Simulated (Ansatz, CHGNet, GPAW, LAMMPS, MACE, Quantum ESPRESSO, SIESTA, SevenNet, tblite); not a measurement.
**Quantum ESPRESSO on liquid ethanol at 300 K (108 atoms): settings compared**

How far do other settings of Quantum ESPRESSO move the forces in liquid ethanol at 300 K (108 atoms)? One run of the same program serves as the yardstick.

Calculated with Quantum ESPRESSO 7.5; the method is named at each step.

## (1) The starting structure

The cell holds 108 atoms: 24 C, 12 O and 72 H. Its edges and angles: a = 10.513 Å, b = 10.513 Å, c = 10.513 Å, α = 90.0°, β = 90.0°, γ = 90.0°. 12 ethanol placed at random, at 0.79 g/cm³; overlaps pushed apart, then 10 ps at 450 K with MMFF94 bonds, angles, torsions, charges and radii (Halgren, J. Comput. Chem. 17, 490 (1996)) in harmonic and 12-6 forms. Snapshot after 20 ps at 300 K and fixed volume.

The yardstick, on the same geometry:

- method: Kohn-Sham DFT, PBE, SSSP efficiency 1.3.0 pseudopotentials, plane waves (Quantum ESPRESSO 7.5); sssp-pbe-1.3.0-efficiency, cutoffs 60/480 Ry, Γ point
- r.m.s. force component: 0.8119 eV/Å
- longest force: 3.692 eV/Å
- pressure: 2.444 GPa
- gap (highest filled to lowest empty level): 4.51 eV
- time: 1.7 min on 2 MPI ranks of Arm Neoverse V2, shared host
- CPU time: 3.4 min

## (2) PBE, gbrv-1.5, 40/200 Ry

Method: Kohn-Sham DFT, PBE, GBRV 1.5 ultrasoft pseudopotentials, plane waves.

Input file pw.in:

```
&control
  calculation = 'scf'
  pseudo_dir = './pseudo'
  outdir = './tmp'
  disk_io = 'none'
  tprnfor = .true.
  tstress = .true.
/
&system
  ibrav = 0
  nat = 108
  ntyp = 3
  ecutwfc = 40
  ecutrho = 200
  nosym = .true.
  occupations = 'smearing'
  smearing = 'fd'
  degauss = 0.003675
/
&electrons
  conv_thr = 5.4e-07
  electron_maxstep = 100
  mixing_beta = 0.4
  mixing_mode = 'plain'
  diagonalization = 'david'
/
ATOMIC_SPECIES
C 12.011 C.upf
O 15.999 O.upf
H 1.008 H.upf
CELL_PARAMETERS angstrom
10.51326 0.00000 0.00000
0.00000 10.51326 0.00000
0.00000 0.00000 10.51326
ATOMIC_POSITIONS crystal
C 0.27544 0.29160 0.05408
C 0.30346 0.34257 0.92728
O 0.34876 0.47094 0.93940
H 0.35584 0.29179 0.12396
H 0.23112 0.19077 0.04516
H 0.20330 0.35362 0.08011
H 0.21840 0.35610 0.88054
H 0.36296 0.28283 0.85930
H 0.29639 0.50838 0.00616
C 0.95974 0.61083 0.83184
C 0.89950 0.49526 0.77299
O 0.87842 0.40512 0.86707
H 0.04852 0.58389 0.88092
H 0.90200 0.64999 0.91019
H 0.97609 0.68772 0.76326
H 0.96138 0.45391 0.69928
H 0.81093 0.50922 0.73202
H 0.91862 0.32547 0.83783
C 0.25073 0.82965 0.06459
C 0.17158 0.72693 0.13513
O 0.22988 0.60556 0.12086
H 0.26523 0.81136 0.96450
H 0.34509 0.84148 0.10176
H 0.20151 0.92172 0.05954
H 0.08234 0.72278 0.09012
H 0.15378 0.75135 0.23072
H 0.21644 0.57106 0.20724
C 0.74075 0.04733 0.21114
C 0.77603 0.17763 0.17894
O 0.67801 0.27111 0.20044
H 0.68730 0.04426 0.29772
H 0.82287 0.98161 0.22266
H 0.67865 0.00354 0.14133
H 0.81435 0.18937 0.08480
H 0.85979 0.20469 0.23183
H 0.69069 0.34508 0.14602
C 0.31759 0.71205 0.67340
C 0.31356 0.58611 0.60291
O 0.19033 0.54016 0.61931
H 0.40906 0.75326 0.67794
H 0.28070 0.70478 0.77016
H 0.25460 0.78226 0.62611
H 0.37174 0.51363 0.64068
H 0.31588 0.59387 0.50308
H 0.19093 0.49325 0.70343
C 0.44721 0.03179 0.36143
C 0.30985 0.02793 0.40291
O 0.22120 0.02293 0.30201
H 0.48343 0.94138 0.32857
H 0.51582 0.07216 0.43434
H 0.46243 0.09530 0.27903
H 0.29246 0.11366 0.46587
H 0.28620 0.95226 0.47378
H 0.24918 0.95757 0.24014
C 0.04549 0.32913 0.43723
C 0.03045 0.43998 0.34630
[... 48 atom lines left out ...]
H 0.50602 0.68195 0.01251
H 0.60969 0.46130 0.91378
H 0.55194 0.46735 0.06902
H 0.79883 0.46732 0.99388
K_POINTS gamma
```

Command:

```
OMP_NUM_THREADS=1 mpirun -np 2 pw.x -in pw.in > output.txt
```

What it wrote:

```text
Program PWSCF
     gamma-point specific algorithms are used
     Parallelization info
     sticks:   dense  smooth     PW     G-vecs:    dense   smooth      PW
     Min        3137    2505    621               187281   133863   16683
     Max        3140    2508    624               187284   133868   16688
     Sum        6277    5013   1245               374565   267731   33371
     bravais-lattice index     =            0
     lattice parameter (alat)  =      19.8672  a.u.
     unit-cell volume          =    7841.6746 (a.u.)^3
     number of atoms/cell      =          108
     number of atomic types    =            3
     number of electrons       =       240.00
     number of Kohn-Sham states=          144
     kinetic-energy cutoff     =      40.0000  Ry
     charge density cutoff     =     200.0000  Ry
     scf convergence threshold =      5.4E-07
     mixing beta               =       0.4000
     number of iterations used =            8  plain     mixing
     Exchange-correlation=  SLA  PW   PBX  PBC
                           (   1   4   3   4   0   0   0)
     crystal axes: (cart. coord. in units of alat)
               a(1) = (   1.000000   0.000000   0.000000 )
               a(2) = (   0.000000   1.000000   0.000000 )
               a(3) = (   0.000000   0.000000   1.000000 )
     reciprocal axes: (cart. coord. in units 2 pi/alat)
               b(1) = (  1.000000  0.000000  0.000000 )
               b(2) = (  0.000000  1.000000  0.000000 )
               b(3) = (  0.000000  0.000000  1.000000 )
     PseudoPot. # 1 for C :
     Pseudo is Ultrasoft + core correction, Zval =  4.0
     PseudoPot. # 2 for O :
     Pseudo is Ultrasoft + core correction, Zval =  6.0
     PseudoPot. # 3 for H :
     Pseudo is Ultrasoft, Zval =  1.0
     atomic species   valence    mass     pseudopotential
     C                 4.00    12.01100     C ( 1.00)
     O                 6.00    15.99900     O ( 1.00)
     H                 1.00     1.00800     H ( 1.00)
     No symmetry found
   Cartesian axes
     number of k points=     1  Fermi-Dirac smearing, width (Ry)=  0.0037
                       cart. coord. in units 2pi/alat
        k(    1) = (   0.0000000   0.0000000   0.0000000), wk =   2.0000000
     Dense  grid:   187283 G-vectors     FFT dimensions: (  90,  90,  90)
     Smooth grid:   133866 G-vectors     FFT dimensions: (  80,  80,  80)
     Check: negative core charge=   -0.000001
     Initial potential from superposition of free atoms
     starting charge     239.9984, renormalised to     240.0000
     Starting wfcs are  216 randomized atomic wfcs
     Self-consistent Calculation
     iteration #  1     ecut=    40.00 Ry     beta= 0.40
     total energy              =    -747.08927203 Ry
     estimated scf accuracy    <      11.51149801 Ry
     iteration #  2     ecut=    40.00 Ry     beta= 0.40
     total energy              =    -748.19918464 Ry
     estimated scf accuracy    <       1.17245300 Ry
     iteration #  3     ecut=    40.00 Ry     beta= 0.40
     total energy              =    -748.18085219 Ry
     estimated scf accuracy    <       0.25907739 Ry
     iteration #  4     ecut=    40.00 Ry     beta= 0.40
     total energy              =    -748.19245690 Ry
     estimated scf accuracy    <       0.01049793 Ry
     iteration #  5     ecut=    40.00 Ry     beta= 0.40
     total energy              =    -748.19387218 Ry
     estimated scf accuracy    <       0.00140627 Ry
     iteration #  6     ecut=    40.00 Ry     beta= 0.40
     total energy              =    -748.19417122 Ry
     estimated scf accuracy    <       0.00034933 Ry
     iteration #  7     ecut=    40.00 Ry     beta= 0.40
     total energy              =    -748.19422041 Ry
     estimated scf accuracy    <       0.00001241 Ry
     iteration #  8     ecut=    40.00 Ry     beta= 0.40
     total energy              =    -748.19422132 Ry
     estimated scf accuracy    <       0.00000708 Ry
     iteration #  9     ecut=    40.00 Ry     beta= 0.40
     End of self-consistent calculation
          k = 0.0000 0.0000 0.0000 ( 16686 PWs)   bands (ev):
   -22.4163 -22.4000 -22.1464 -22.1315 -21.8040 -21.7092 -21.6994 -21.4084
   -21.3620 -21.0477 -21.0309 -20.4594 -15.0082 -14.8817 -14.8332 -14.7688
   -14.7283 -14.6665 -14.6568 -14.5467 -14.4652 -14.3892 -14.2929 -14.0163
   -11.7941 -11.7399 -11.6493 -11.5353 -11.4358 -11.3728 -11.3638 -11.2912
   -11.2258 -11.1366 -11.1036 -10.8157  -9.6071  -9.4118  -9.3924  -9.1647
    -9.0182  -8.9144  -8.7714  -8.3824  -8.2841  -8.2126  -8.1798  -8.1133
    -7.9368  -7.7266  -7.6478  -7.6063  -7.5464  -7.4930  -7.3785  -7.2828
    -7.1590  -7.0927  -7.0037  -6.9252  -6.8241  -6.7171  -6.6881  -6.6552
    -6.6500  -6.4820  -6.3953  -6.3644  -6.1776  -6.1255  -6.0463  -5.8311
    -5.7971  -5.7109  -5.7016  -5.6652  -5.5827  -5.5102  -5.4865  -5.4063
    -5.3850  -5.3205  -5.2870  -5.2221  -5.1863  -5.1412  -5.1008  -4.9661
    -4.9292  -4.9097  -4.8748  -4.8161  -4.7696  -4.6805  -4.6626  -4.6408
    -4.5224  -4.4183  -4.3515  -4.2571  -4.0392  -3.9996  -3.7779  -3.7488
    -3.5593  -3.4610  -3.4153  -3.2901  -2.6921  -2.6693  -2.5865  -2.5741
    -2.5100  -2.4785  -2.3047  -2.1812  -2.1376  -2.0537  -1.9334  -1.8027
     2.7209   3.2077   3.4473   3.5670   3.7071   3.8076   3.9538   4.0579
     4.1326   4.2369   4.3387   4.4986   4.5751   4.6598   4.7453   4.9217
     4.9935   5.0530   5.1482   5.1917   5.2895   5.3752   5.3862   5.4786
     the Fermi energy is     0.5608 ev
!    total energy              =    -748.19422302 Ry
     estimated scf accuracy    <       0.00000042 Ry
     smearing contrib. (-TS)   =       0.00000000 Ry
     internal energy E=F+TS    =    -748.19422302 Ry
     The total energy is F=E-TS. E is the sum of the following terms:
     one-electron contribution =    -888.13665252 Ry
     hartree contribution      =     511.54439656 Ry
     xc contribution           =    -227.14969605 Ry
     ewald contribution        =    -144.45227102 Ry
     convergence has been achieved in   9 iterations
     Forces acting on atoms (cartesian axes, Ry/au):
     atom    1 type  1   force =     0.03245428   -0.13648653    0.00558230
     atom    2 type  1   force =     0.10210988    0.01050406   -0.02893253
     atom    3 type  2   force =     0.04847524   -0.02034450   -0.04367310
     atom    4 type  3   force =    -0.01715929   -0.00217214   -0.02023743
     atom    5 type  3   force =     0.02899969    0.05486612    0.01601972
     atom    6 type  3   force =    -0.07395730    0.04711131    0.06527516
     atom    7 type  3   force =    -0.11312262   -0.01380965   -0.06334219
     atom    8 type  3   force =    -0.00044695    0.02966162    0.03475840
     atom    9 type  3   force =    -0.01291161    0.02910790    0.02255524
     atom   10 type  1   force =     0.00374358    0.01936635    0.01750007
     atom   11 type  1   force =     0.08249859    0.00930835    0.00587794
     atom   12 type  2   force =     0.01393147   -0.05169875    0.03932242
[...]
atom  104 type  3   force =    -0.01760293   -0.04543283   -0.04992777
     atom  105 type  3   force =     0.00704944    0.01057655   -0.01886062
     atom  106 type  3   force =     0.00925731    0.03809122    0.01985472
     atom  107 type  3   force =    -0.02018764   -0.00363991    0.00939840
     atom  108 type  3   force =     0.03428725   -0.02254466   -0.01716966
     Total force =     0.588117     Total SCF correction =     0.001413
     Computing stress (Cartesian axis) and pressure
          total   stress  (Ry/bohr**3)                   (kbar)     P=       31.00
   0.00025037   0.00002311  -0.00002616           36.83        3.40       -3.85
   0.00002311   0.00021376  -0.00007510            3.40       31.45      -11.05
  -0.00002616  -0.00007510   0.00016805           -3.85      -11.05       24.72
     Message from routine punch:
     Nothing written, as per user request (disk_io='none')
```

It took 40 s on 2 MPI ranks of Arm Neoverse V2, shared host; peak memory 0.95 GiB; 81 s of CPU time.

Banners, paths, timers and routine set-up lines are dropped from the logs unmarked, and long logs keep their key lines alone; longer cuts are marked.

Numbers from this run, and their distance from the reference:

```
r.m.s. force component                           : 0.8401 eV/Å
r.m.s. difference of force components            : 138.4 meV/Å
longest difference of force vectors              : 505.4 meV/Å
force difference over r.m.s. force               : 17.04 %
slope of forces against the reference's          : 1.021
correlation of force components                  : 0.9866
gap (highest filled to lowest empty level) : 4.524 eV
gap difference                                   : 0.0132 eV
pressure                                         : 3.1 GPa
pressure difference                              : 0.6563 GPa
```

Length of the force difference by element (eV/Å):

```
element  atoms  mean  most
      C     24  0.18  0.27
      H     72  0.18  0.49
      O     12  0.42  0.51
```

Levels nearest the highest filled one (eV from it): -0.89, -0.87, -0.78, -0.77, -0.71, -0.68, -0.50, -0.38, -0.33, -0.25, -0.13, 0.00, 4.52, 5.01, 5.25, 5.37, 5.51, 5.61, 5.76, 5.86, 5.94, 6.04, 6.14, 6.30.

Local excerpt of 13 atoms (numbers count through the whole input) about O84, one of the 12 O atoms; x, y, z are measured from there.

```
atom      x      y      z  distance (Å)  bonds     Fx     Fy  Fz (eV/Å)
 O84   0.00   0.00   0.00          0.00      2  -0.34   0.70      -0.13
 H90  -0.87  -0.18  -0.44          0.99      1   0.43   0.50      -0.18
 C83   0.66  -1.25  -0.08          1.42      4   0.87   0.73       1.23
 H18   0.39   1.81   0.16          1.86      1  -0.49  -0.55       0.50
 H88   0.16  -1.89   0.64          2.00      1  -0.22  -0.87       0.16
 H89   0.54  -1.61  -1.08          2.02      1   0.20  -0.64      -0.91
 H67  -2.21  -0.80   0.48          2.40      1   0.91  -0.40       0.64
 C82   2.11  -1.12   0.35          2.42      4  -0.20  -1.73      -0.53
 O12  -0.03   2.65   0.46          2.69      2   0.36  -1.33       1.01
 H85   2.69  -0.39  -0.21          2.73      1   0.19   0.61      -0.35
 H87   2.21  -0.95   1.42          2.79      1  -0.09   0.36       0.38
 H34  -0.70   0.38   2.75          2.87      1  -0.14  -0.18      -1.34
 O66  -2.09  -0.45  -1.96          2.90      2   0.41  -0.94       0.53
```

Forces lie 17 % from the reference's, at 0.39 times its CPU time.

## (3) What came out

| Quantity | Value |
| --- | --- |
| force difference from the reference | QE PBE, gbrv-1.5, 40/200 Ry, 17 % |
| its CPU time | 81 s |

What this shows: PBE on plane waves or a grid with other potentials, cutoffs or grids differs from the reference by 17 % (QE PBE, gbrv-1.5, 40/200 Ry) of the r.m.s. force; potentials, valence shells or grid differ, and the table alone doesn't part them. One electronic-structure run takes under half the reference's CPU time: QE PBE, gbrv-1.5, 40/200 Ry, at 17 % in 81 s against 3.4 min. PBE gaps agree with the reference's 4.51 eV within 0.014 eV. The reference's pressure holds the uncorrected Pulay stress of its 60 Ry basis, so small pressure differences, and their order, may be the reference's own error. The network of contacts between molecules at the start is that of the classical potential that made the cell, and needn't be the one that DFT or experiment would give. The reference's PBE has no dispersion term, which matters for the binding between molecules or layers. The density was typed from a rule of thumb and may lie off the real one at this temperature. The electronic-structure runs sample only Γ, in a cell whose shortest periodic width is 11 Å.

[Also dropped from logs without a mark: logging warnings of Python, and SIESTA's first energy breakdown and zero terms.]

[Logs are printed without paths, hosts, clocks, repeated set-up lines and the standing remarks that a program may print on its own settings, such as how far it seeks lower states.]

[Hosts, paths, dates, database ids (printed as entryN), source tags and the programs' standing remarks are cut or masked in the printed files.]

[The MMFF94 radii named for the starting cell were scaled by 0.96; in molecules described by MMFF94, hydrogen bound to N, O or S took a small fixed 12-6 site in their place.]
